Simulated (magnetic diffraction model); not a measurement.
# Cr₂CdTeO₃ below its ordering temperature

Space group Imm2 (no. 44), a = 6.3650 Å, b = 6.6490 Å, c = 8.9400 Å.

```
site  atom       x       y       z
  4d    Te       0  0.7584  0.7418
  2a    Cd       0       0  0.1258
  2b    Cd     1/2       0  0.3895
  4c    Cr  0.2546       0  0.7515
  4d    Cr       0  0.2519  0.4975
  4c     O  0.7240       0  0.9953
  4d     O     1/2  0.2314  0.7549
  4c     O  0.7744       0  0.5107
```

This is a made-up structure (elements placed in a structure type, unrelaxed), so the numbers test the method and describe no known phase.

Only Cr is taken to order (form factors of Cr3+); orders and moment sizes are assumed, and not adapted to the symmetry. Radiation: neutrons of λ = 2.0775 Å (absorption by Cd left out), 3° to 50°; isotropic B of 0.32 Å² (Te), 0.28 Å² (Cd), 0.35 Å² (Cr) and 0.47 Å² (O). The intensities are simulated: I ∝ L Σ (|F_N|² + |F_M⊥|²) for unpolarised neutrons, with F_M = 2.695 fm/μB × Σ f(s) S exp(2πi Q·r) exp(−B s²) at Q = H ± k (one set where k and −k are equivalent), only the part normal to Q counting and L = 1/(sin²θ cos θ). For collinear order S is the moment m, which repeats by lattice and centring translations R with the sign exp(−2πi k·R). Form factors are spin-only for 3d ions and dipole or tabulated for f ions, scattering lengths are Sears's of 1992, and absorption is left out. A label names one of the reflections at its angle. The strongest nuclear line in the range is 100, and lines under 0.2 are left out.

Above the ordering temperature:

```tsv
2θ (°)	index	I
22.45	(0 1 1)	5.3
23.11	(1 0 1)	7.9
26.11	(1 1 0)	0.4
26.88	(0 0 2)	0.2
36.41	(0 2 0)	7.6
37.82	(1 1 2)	28.6
38.10	(2 0 0)	8.2
43.57	(1 2 1)	29.6
44.67	(2 1 1)	34.3
44.91	(0 1 3)	18.6
45.27	(1 0 3)	19.4
45.83	(0 2 2)	100.0
47.24	(2 0 2)	80.9
```

Below it (cell unchanged):

```csv
2θ (°),I
22.45,55.0
23.11,55.8
26.11,0.4
26.88,51.3
36.41,40.9
37.82,28.7
38.10,38.4
43.57,49.1
44.67,52.7
44.91,25.5
45.27,26.2
45.83,100.0
47.24,80.9
```

**Question.** Find the propagation vector, then choose among these models:
A. collinear moments along [110], 2.9 μB on Cr; signs + at (0.2546, 0, 0.7515), − at (0.7454, 0, 0.7515), + at (0, 0.2519, 0.4975), − at (0, 0.7481, 0.4975)
B. collinear moments along [111], 2.9 μB on Cr; signs + at (0.2546, 0, 0.7515), + at (0.7454, 0, 0.7515), − at (0, 0.2519, 0.4975), − at (0, 0.7481, 0.4975)
C. collinear moments along [110], 2.9 μB on Cr; signs + at (0.2546, 0, 0.7515), + at (0.7454, 0, 0.7515), − at (0, 0.2519, 0.4975), − at (0, 0.7481, 0.4975)
D. collinear moments along [111], 2.9 μB on Cr; signs + at (0.2546, 0, 0.7515), − at (0.7454, 0, 0.7515), + at (0, 0.2519, 0.4975), − at (0, 0.7481, 0.4975)

No line moves, and magnetic intensity falls on nuclear lines such as the one at 26.88°, so the magnetic cell equals the chemical primitive cell: k = 0.

Magnetic intensity, observed (below minus above) and for each model:

| 2θ (°) | index | observed | A | B | C | D |
| --- | --- | --- | --- | --- | --- | --- |
| 26.11 | (1 1 0) | <0.2 | 0.2 | <0.2 | <0.2 | 51.8 |
| 26.88 | (0 0 2) | 51.1 | <0.2 | 51.1 | 99.3 | <0.2 |
| 36.41 | (0 2 0) | 33.3 | <0.2 | 33.3 | 21.8 | <0.2 |
| 37.82 | (1 1 2) | <0.2 | 82.0 | <0.2 | <0.2 | 61.5 |
| 38.10 | (2 0 0) | 30.2 | <0.2 | 30.2 | 20.9 | <0.2 |
| 43.57 | (1 2 1) | 19.5 | 14.7 | 19.5 | 14.7 | 19.5 |
| 44.91 | (0 1 3) | 6.9 | 11.4 | 6.9 | 11.4 | 6.9 |
| 45.27 | (1 0 3) | 6.8 | 11.1 | 6.8 | 11.2 | 6.8 |

Model B matches.

The structure used: k = (0 0 0), collinear moments along [111], 2.9 μB on Cr; signs + at (0.2546, 0, 0.7515), + at (0.7454, 0, 0.7515), − at (0, 0.2519, 0.4975), − at (0, 0.7481, 0.4975).

[Logs are printed without paths, hosts, clocks, repeated set-up lines and the standing remarks that a program may print on its own settings, such as how far it seeks lower states.]
